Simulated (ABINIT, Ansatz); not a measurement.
# Quasiparticle gap of CdF2 (Fm-3m) in ABINIT, part 2 of 3

Wanted: ground state, empty states, screening and self-energy for CdF2 (Fm-3m).

ABINIT 10.8.3; PBE and many-body steps on it, plane waves. Known limits of the many-body steps: not at the basis limit; d shell near the gap, gap tends to lie low; no spin-orbit coupling; coarse k mesh.

So far. Step 2 (Ground state): The gap is indirect, with the least direct gap 0.48 eV higher.

## 3. Bands along the symmetry lines

Level of this step: DFT, PBE, plane waves, norm-conserving pseudopotentials (ABINIT).

The cheap functional maps the bands first; the places of the edges decide which points the dearer methods must see.

Input file run.abi:

```
acell 3*1.0 Angstrom
rprim 
  0.000000000000 2.694000000000 2.694000000000
  2.694000000000 -0.000000000000 2.694000000000
  2.694000000000 2.694000000000 -0.000000000000
ntypat 2
znucl 48 9
natom 3
typat 1 2 2
xred 
  0.000000000000 0.000000000000 0.000000000000
  0.250000000000 0.250000000000 0.250000000000
  0.750000000000 0.750000000000 0.750000000000
pp_dirpath "pseudos"
pseudos "Cd.upf, F.upf"
ecut 47
iscf -2
irdden 1
kptopt 0
nkpt 50
kpt 
  0.00000000 0.00000000 0.00000000
  0.06250000 0.00000000 0.06250000
  0.12500000 0.00000000 0.12500000
  0.18750000 0.00000000 0.18750000
  0.25000000 0.00000000 0.25000000
  0.31250000 0.00000000 0.31250000
  0.37500000 0.00000000 0.37500000
  0.43750000 0.00000000 0.43750000
  0.50000000 0.00000000 0.50000000
  0.51562500 0.03125000 0.51562500
  0.53125000 0.06250000 0.53125000
  0.54687500 0.09375000 0.54687500
  0.56250000 0.12500000 0.56250000
  0.57812500 0.15625000 0.57812500
  0.59375000 0.18750000 0.59375000
  0.60937500 0.21875000 0.60937500
  0.62500000 0.25000000 0.62500000
  0.37500000 0.37500000 0.75000000
  0.32812500 0.32812500 0.65625000
  0.28125000 0.28125000 0.56250000
  0.23437500 0.23437500 0.46875000
  0.18750000 0.18750000 0.37500000
  0.14062500 0.14062500 0.28125000
  0.09375000 0.09375000 0.18750000
  0.04687500 0.04687500 0.09375000
  0.00000000 0.00000000 0.00000000
  0.06250000 0.06250000 0.06250000
  0.12500000 0.12500000 0.12500000
  0.18750000 0.18750000 0.18750000
  0.25000000 0.25000000 0.25000000
  0.31250000 0.31250000 0.31250000
  0.37500000 0.37500000 0.37500000
  0.43750000 0.43750000 0.43750000
  0.50000000 0.50000000 0.50000000
  0.50000000 0.46875000 0.53125000
  0.50000000 0.43750000 0.56250000
  0.50000000 0.40625000 0.59375000
  0.50000000 0.37500000 0.62500000
  0.50000000 0.34375000 0.65625000
  0.50000000 0.31250000 0.68750000
  0.50000000 0.28125000 0.71875000
  0.50000000 0.25000000 0.75000000
  0.50000000 0.21875000 0.71875000
  0.50000000 0.18750000 0.68750000
  0.50000000 0.15625000 0.65625000
  0.50000000 0.12500000 0.62500000
  0.50000000 0.09375000 0.59375000
  0.50000000 0.06250000 0.56250000
  0.50000000 0.03125000 0.53125000
  0.50000000 0.00000000 0.50000000
istwfk *1
nband 24
nbdbuf 2
tolwfr 1e-08
nstep 40
prtwf 0
prtvol 0
indata_prefix "in"
outdata_prefix "out"
tmpdata_prefix "tmp"
```

On the command line:

```console
> OMP_NUM_THREADS=1 mpirun -n 4 abinit run.abi > log
```

Numbers of over 12 decimals in the logs are rounded to 6 here.

Log:

```text
.Version 10.8.3 of ABINIT. v10.8.2 released Aug 2026.

 Symmetries : space group Fm -3 m (#225); Bravais cF (face-center cubic)
[... echo of the input left out ...]
== DATASET  1 ==================================================================
-   mpi_nproc: 4, omp_nthreads: 1 (-1 if OMP is not activated)

--- !DatasetInfo
iteration_state: {dtset: 1, }
dimensions: {natom: 3, nkpt: 50, mband: 24, nsppol: 1, nspinor: 1, nspden: 1, mpw: 4092, }
cutoff_energies: {ecut:  47.0, pawecutdg:  -1.0, }
electrons: {nelect:   3.40000000E+01, charge:   0.00000000E+00, occopt:   1.00000000E+00, tsmear:   1.00000000E-02, }

 Real(R)+Recip(G) space primitive vectors, cartesian coordinates (Bohr,Bohr^-1):
 R(1)=  0.0000000  5.0909222  5.0909222  G(1)= -0.0982140  0.0982140  0.0982140
 R(2)=  5.0909222  0.0000000  5.0909222  G(2)=  0.0982140 -0.0982140  0.0982140
 R(3)=  5.0909222  5.0909222  0.0000000  G(3)=  0.0982140  0.0982140 -0.0982140
 Unit cell volume ucvol=  2.6388784E+02 bohr^3
 Angles (23,13,12)=  6.00000000E+01  6.00000000E+01  6.00000000E+01 degrees

 getcut: wavevector=  0.0000  0.0000  0.0000  ngfft=  48  48  48
         ecut(hartree)=     47.000   => boxcut(ratio)=   2.16031

--- Pseudopotential description ------------------------------------------------
- Cd Generated using ONCVPSP code by D. R. Hamann
- 48.00000  20.00000  171031                  znucl, zion, pspdat
12 -101130 2 -1 1368                          pspcod,pspxc,lmax,lloc,mmax
     nproj     2     2     2
  pspatm : epsatm=   23.16453630
         --- l  ekb(1:nproj) -->
             0   51.917189    3.534234
             1    8.636196    1.282240
             2    0.687672   -0.678465
 pspatm: atomic psp has been read  and splines computed

- F Generated using ONCVPSP code by D. R. Hamann
-  9.00000   7.00000  171031                  znucl, zion, pspdat
12 -101130 2 -1 832                           pspcod,pspxc,lmax,lloc,mmax
     nproj     2     2     1
  pspatm : epsatm=    4.87625608
         --- l  ekb(1:nproj) -->
[...]
2   -2.441503
 pspatm: atomic psp has been read  and splines computed

--------------------------------------------------------------------------------

================================================================================
 prteigrs : about to open file out_EIG
 Non-SCF case, kpt    1 (  0.00000  0.00000  0.00000), residuals and eigenvalues=
  3.62E-09  1.81E-09  3.35E-09  6.19E-09  2.01E-09  4.78E-09  2.07E-09  4.45E-09
  6.24E-09  5.89E-09  2.06E-09  4.32E-09  7.03E-09  6.90E-09  7.38E-09  5.66E-09
  4.69E-09  5.51E-09  1.30E-09  3.34E-09  6.62E-09  4.59E-09  1.26E-06  2.56E-06
 -3.5024E+00 -2.0727E+00 -2.0727E+00 -2.0727E+00 -6.4666E-01 -6.0621E-01
 -9.0304E-02 -9.0304E-02 -9.0304E-02 -4.6198E-02 -4.6198E-02  7.9483E-02
  7.9483E-02  7.9483E-02  9.7004E-02  9.7004E-02  9.7004E-02  2.3002E-01
[...]
Non-SCF case, kpt    2 (  0.06250  0.00000  0.06250), residuals and eigenvalues=
[...]
Non-SCF case, kpt    3 (  0.12500  0.00000  0.12500), residuals and eigenvalues=
[...]
Non-SCF case, kpt   49 (  0.50000  0.03125  0.53125), residuals and eigenvalues=
[...]
Non-SCF case, kpt   50 (  0.50000  0.00000  0.50000), residuals and eigenvalues=
[...]
7.1731E-03  7.1731E-03  9.6579E-02  1.1195E-01  1.1195E-01  4.1054E-01
  4.7198E-01  5.5489E-01  6.4064E-01  6.4064E-01  8.3174E-01  8.9012E-01

--- !ResultsGS
iteration_state: {dtset: 1, }
comment   : Summary of ground state results
lattice_vectors:
- [  0.0000000,   5.0909222,   5.0909222, ]
- [  5.0909222,  -0.0000000,   5.0909222, ]
- [  5.0909222,   5.0909222,  -0.0000000, ]
lattice_lengths: [   7.19965,    7.19965,    7.19965, ]
lattice_angles: [ 60.000,  60.000,  60.000, ] # degrees, (23, 13, 12)
lattice_volume:   2.6388784E+02
convergence: {deltae:  0.000E+00, res2:  0.000E+00, residm:  9.995E-09, diffor:  0.000E+00, }
etotal    :  -2.24713089E+02
entropy   :   0.00000000E+00
fermie    :   1.14494563E-01
cartesian_stress_tensor: null
pressure_GPa: null
xred      :
- [  0.0000E+00,   0.0000E+00,   0.0000E+00, Cd]
- [  2.5000E-01,   2.5000E-01,   2.5000E-01,  F]
- [  7.5000E-01,   7.5000E-01,   7.5000E-01,  F]
cartesian_forces: null
force_length_stats: {min: null, max: null, mean: null, }

 Integrated electronic density in atomic spheres:
 ------------------------------------------------
 Atom  Sphere_radius  Integrated_density
[...]
================================================================================

 ----iterations are completed or convergence reached----

 Mean square residual over all n,k,spin=   43.580E-10; max=  99.950E-10
 reduced coordinates (array xred) for    3 atoms
[...]
0.250000000000      0.250000000000      0.250000000000
       0.750000000000      0.750000000000      0.750000000000

 cartesian coordinates (angstrom) at end:
    1      0.000000     0.000000     0.000000
    2      1.347000     1.347000     1.347000
    3      4.041000     4.041000     4.041000
 length scales=  1.889726125908  1.889726125908  1.889726125908 bohr
              =  1.000000000000  1.000000000000  1.000000000000 angstroms
 prteigrs : about to open file out_EIG
 Eigenvalues (hartree) for nkpt=  50  k points:
 kpt#   1, nband= 24, wtk=  1.00000, kpt=  0.0000  0.0000  0.0000 (reduced coord)
[...]
kpt#   2, nband= 24, wtk=  1.00000, kpt=  0.0625  0.0000  0.0625 (reduced coord)
[...]
kpt#   3, nband= 24, wtk=  1.00000, kpt=  0.1250  0.0000  0.1250 (reduced coord)
[...]
kpt#  49, nband= 24, wtk=  1.00000, kpt=  0.5000  0.0313  0.5313 (reduced coord)
[...]
kpt#  50, nband= 24, wtk=  1.00000, kpt=  0.5000  0.0000  0.5000 (reduced coord)
[...]
-0.05535   -0.04199   -0.03565    0.00218    0.00717    0.00717    0.09658    0.11195
   0.11195    0.41054    0.47198    0.55489    0.64064    0.64064    0.83174    0.89012

== END DATASET(S) ==============================================================
================================================================================

 -outvars: echo values of variables after computation  --------
            nband          24
             nkpt          50
          spgroup         225
 [... the other variables as echoed above ...]

 Calculation completed.
```

Run time: 19 s. Hardware: 4 MPI ranks of Arm Neoverse V2, shared host; peak memory 0.36 GiB; 76 s of CPU time.

Numbers from this step:

```
gap                        : 3.124 eV
k of the valence top       : 0.5, 0.25, 0.75
k of the conduction bottom : 0, 0, 0
least direct gap           : 3.620 eV
```

The gap is 3.124 eV, −0.020 eV from the run before at this level.

Electronic bands along the path, in eV, zero at the top of the highest filled band:

```
    point  band 14  band 15  band 16  band 17  band 18  band 19  band 20  band 21
        Γ    -0.97    -0.50    -0.50    -0.50     3.12    12.74    12.74    12.74
  halfway    -1.83    -0.50    -0.31    -0.31     5.33    10.70    13.59    13.59
        X    -2.94    -0.51    -0.09    -0.09     8.04     9.71    11.96    14.30
  halfway    -2.67    -0.56    -0.23    -0.12     8.05    10.01    11.76    14.25
        U    -2.30    -0.95    -0.35    -0.20     7.99    10.79    11.16    14.50
jump to K    -2.30    -0.95    -0.35    -0.20     7.99    10.79    11.16    14.50
  halfway    -1.42    -1.14    -0.44    -0.41     5.62    10.69    13.12    14.00
        Γ    -0.97    -0.50    -0.50    -0.50     3.12    12.74    12.74    12.74
  halfway    -1.36    -1.12    -0.45    -0.45     4.99    10.84    13.56    13.56
        L    -1.83    -1.83    -0.39    -0.39     7.20     9.18    14.53    14.53
  halfway    -1.85    -1.49    -0.47    -0.24     7.58     9.86    12.99    13.97
        W    -1.52    -1.52    -0.60     0.00     8.10    11.53    11.72    11.72
  halfway    -2.48    -0.56    -0.53    -0.04     8.07    10.29    11.71    13.39
        X    -2.94    -0.51    -0.09    -0.09     8.04     9.71    11.96    14.30
```

The electronic bands as a text plot (rows in eV, shown from -4.8 to 9.1 only):

```
    8.8 |
    8.3 |            ++++++                              ++++++++
    7.7 |          ++      +                         ++++
    7.1 |         +         ++                  +++++
    6.5 |                     ++               +
    5.9 |       ++                           ++
    5.4 |     ++                +
    4.8 |    +                   ++         +
    4.2 |                          ++      +
    3.6 |  ++                        +   ++
    3.1 |++                           +++
    2.5 |
    1.9 |
    1.3 |
    0.7 |
    0.2 |          *****                                *********
   -0.4 |********************************************************
   -1.0 |****            **     *************              **
   -1.6 |  *****           **********    *******************
   -2.2 |    *****       *****   **         *   ********    *
   -2.7 |       ***********     *            ********   *********
   -3.3 |          *************                     ************
   -3.9 |          ****                          ****          **
   -4.5 |********************************************************
         Γ           X  U|K            Γ         L        W     X
```

## 4. Empty states on the mesh, 4×4×4 mesh, 141 bands

The sums over transitions need many empty states on a uniform mesh; this step solves for them.

Input file run.abi:

```
acell 3*1.0 Angstrom
rprim 
  0.000000000000 2.694000000000 2.694000000000
  2.694000000000 -0.000000000000 2.694000000000
  2.694000000000 2.694000000000 -0.000000000000
ntypat 2
znucl 48 9
natom 3
typat 1 2 2
xred 
  0.000000000000 0.000000000000 0.000000000000
  0.250000000000 0.250000000000 0.250000000000
  0.750000000000 0.750000000000 0.750000000000
pp_dirpath "pseudos"
pseudos "Cd.upf, F.upf"
ecut 47
ngkpt 4 4 4
nshiftk 1
shiftk 0 0 0
kptopt 1
chksymbreak 0
irdden 1
istwfk *1
nband 141
prtvol 0
optdriver 6
gwr_task "HDIAGO"
paral_kgb 0
occopt 1
indata_prefix "in"
outdata_prefix "out"
tmpdata_prefix "tmp"
```

Log:

```text
[banner, memory and clock lines left out]
.Version 10.8.3 of ABINIT. v10.8.2 released Aug 2026.

 Symmetries : space group Fm -3 m (#225); Bravais cF (face-center cubic)
[... echo of the input left out ...]
== DATASET  1 ==================================================================
-   mpi_nproc: 4, omp_nthreads: 1 (-1 if OMP is not activated)

--- !DatasetInfo
iteration_state: {dtset: 1, }
dimensions: {natom: 3, nkpt: 8, mband: 141, nsppol: 1, nspinor: 1, nspden: 1, mpw: 4092, }
cutoff_energies: {ecut:  47.0, pawecutdg:  -1.0, }
electrons: {nelect:   3.40000000E+01, charge:   0.00000000E+00, occopt:   1.00000000E+00, tsmear:   1.00000000E-02, }

.Using double precision arithmetic; gwpc =  8

- Reading GS density from: in_DEN

--- Pseudopotential description ------------------------------------------------
- Cd Generated using ONCVPSP code by D. R. Hamann
- 48.00000  20.00000  171031                  znucl, zion, pspdat
12 -101130 2 -1 1368                          pspcod,pspxc,lmax,lloc,mmax
     nproj     2     2     2
  pspatm : epsatm=   23.16453630
         --- l  ekb(1:nproj) -->
             0   51.917189    3.534234
             1    8.636196    1.282240
             2    0.687672   -0.678465
 pspatm: atomic psp has been read  and splines computed

- F Generated using ONCVPSP code by D. R. Hamann
-  9.00000   7.00000  171031                  znucl, zion, pspdat
12 -101130 2 -1 832                           pspcod,pspxc,lmax,lloc,mmax
     nproj     2     2     1
  pspatm : epsatm=    4.87625608
         --- l  ekb(1:nproj) -->
             0    6.519403    1.070094
             1   -3.955629   -1.291931
             2   -2.441503
 pspatm: atomic psp has been read  and splines computed

   1.11917965E+03                                ecore*ucvol(ha*bohr**3)

 Total charge density [el/Bohr^3]
)     Maximum=    2.5481E+00  at reduced coord.    0.1042    0.9375    0.9583
)     Minimum=    9.5768E-04  at reduced coord.    0.5000    0.5000    0.5000
   Integrated=    3.4000E+01

 === KS gaps after direct diagonalization ===
 Indirect band gap semiconductor
 Fundamental gap:     3.124 (eV)
   VBM:     3.135 (eV) at k: [-2.5000E-01,  5.0000E-01,  2.5000E-01]
   CBM:     6.259 (eV) at k: [ 0.0000E+00,  0.0000E+00,  0.0000E+00]
 Direct gap:         3.619 (eV) at k: [ 0.0000E+00,  0.0000E+00,  0.0000E+00]

== END DATASET(S) ==============================================================

 -outvars: echo values of variables after computation  --------
           etotal      0.0000000000E+00
            nband         141
             nkpt           8
          spgroup         225
 [... the other variables as echoed above ...]

 Calculation completed.
```

Wall time 75 s (4 MPI ranks); peak memory 3.8 GiB.

Numbers from this step:

| Item | Value |
| --- | --- |
| gap | 3.124 eV |
| k of the valence top | -0.25, 0.5, 0.25 |
| k of the conduction bottom | 0, 0, 0 |
| least direct gap | 3.619 eV |
| k points computed | 8 |
| lowest point of the top converged band, above the valence top | 112.1025 eV |

On this mesh the gap is 3.124 eV.

## 5. Screening, 4×4×4 mesh, 133 bands, screening to 217.7 eV

The RPA dielectric matrix is built and inverted for each q.

This step: RPA screening on PBE, plane waves, norm-conserving pseudopotentials.

Edit run.abi of step 4 so:

```diff
@@ -21,10 +21,11 @@
 chksymbreak 0
-irdden 1
 istwfk *1
-nband 141
-prtvol 0
-optdriver 6
-gwr_task "HDIAGO"
-paral_kgb 0
 occopt 1
+irdwfk 1
+optdriver 3
+nband 133
+ecuteps 8
+inclvkb 2
+awtr 1
+symchi 1
 indata_prefix "in"
```

Log:

```text
.Version 10.8.3 of ABINIT. v10.8.2 released Aug 2026.

 Symmetries : space group Fm -3 m (#225); Bravais cF (face-center cubic)
[... echo of the input left out ...]
== DATASET  1 ==================================================================
-   mpi_nproc: 4, omp_nthreads: 1 (-1 if OMP is not activated)

--- !DatasetInfo
iteration_state: {dtset: 1, }
dimensions: {natom: 3, nkpt: 8, mband: 133, nsppol: 1, nspinor: 1, nspden: 1, mpw: 4092, }
cutoff_energies: {ecut:  47.0, pawecutdg:  -1.0, }
electrons: {nelect:   3.40000000E+01, charge:   0.00000000E+00, occopt:   1.00000000E+00, tsmear:   1.00000000E-02, }

 SCREENING: Calculation of the susceptibility and dielectric matrices

 Based on a program developped by R.W. Godby, V. Olevano, G. Onida, and L. Reining.
 Incorporated in ABINIT by V. Olevano, G.-M. Rignanese, and M. Torrent.
.Using double precision arithmetic ; gwpc =  8

[... cell and pseudopotentials left out ...]
--------------------------------------------------------------------------------

 ==== K-mesh for the wavefunctions ====
 Number of points in the irreducible wedge :     8
[... list of points left out ...]
 Together with 48 symmetry operations and time-reversal symmetry
 yields    64 points in the full Brillouin Zone.

 ==== Q-mesh for the screening function ====
 Number of points in the irreducible wedge :     8
[... list of points left out ...]
 Together with 48 symmetry operations and time-reversal symmetry
 yields    64 points in the full Brillouin Zone.

 setmesh: FFT mesh size selected  =    32x   32x   32
          total number of points  =        32768

 vcoul_init : cutoff-mode = AUXILIARY_FUNCTION
 q-points for optical limit:   1
     1)      0.000010    0.000020    0.000030

- screening: taking advantage of time-reversal symmetry
- Maximum band index for partially occupied states nbvw = 17
- Remaining bands to be divided among processors   nbcw = 116
- Number of bands treated by each node ~29

 Number of electrons calculated from density =   34.0000; Expected =   34.0000
 average of density, n =  0.128843
 r_s =    1.2282
 omega_plasma =   34.6246 [eV]

 calculating chi0 at frequencies [eV] :
  1    0.000000E+00    0.000000E+00
  2    0.000000E+00    3.462465E+01

--------------------------------------------------------------------------------
  q-point number  1        q = ( 0.000000, 0.000000, 0.000000) [r.l.u.]
--------------------------------------------------------------------------------
[... chi0 elements left out ...]
 For q-point:  0.000010 0.000020 0.000030
  dielectric constant =   2.7425
  dielectric constant without local fields =   2.9178

  Average fulfillment of the sum rule on Im[epsilon] for q-point    1 :     66.92  [%]
[... wings left out ...]
  q-point number  2        q = ( 0.250000, 0.000000, 0.000000) [r.l.u.]
--------------------------------------------------------------------------------
[... chi0 elements left out ...]
  Average fulfillment of the sum rule on Im[epsilon] for q-point    2 :     79.14  [%]

 [... 6 further q-points ...]
```

The job ended after 44 s (4 MPI ranks; peak memory 1.3 GiB; 2.9 min of CPU time).

Numbers from this step:

```
ε∞ with local fields, on this mesh, along the program's q direction : 2.743
the same without local fields                                       : 2.918
plasma frequency                                                    : 34.62 eV
plane waves in the screening matrix                                 : 283
```

Local fields lower ε∞ by 6 %. On a Γ-centred mesh this coarse the value itself is usually too large, while a short band sum pulls it down.

(Part 2 of 3 ends here.)

[Paths, hosts, dates, memory and timing lines, banners, echoed tables and standing remarks are left out of the program output.]

[Logs are printed without paths, hosts, clocks, repeated set-up lines and the standing remarks that a program may print on its own settings, such as how far it seeks lower states.]

[Runs of the session that timed out or met a known fault of the program may be left out.]

[Hosts, paths, dates, database ids (printed as entryN), source tags and the programs' standing remarks are cut or masked in the printed files.]

[G0W0 gaps are taken among the corrected bands and points alone; a level outside them can change the order at an edge.]

[Where Ansatz stands beside ABINIT at settings called matched, ABINIT's density can come from a denser mesh and the files from another edition; pairs whose starting gaps differed by over 0.03 eV were left out, so agreement reads better than it is.]
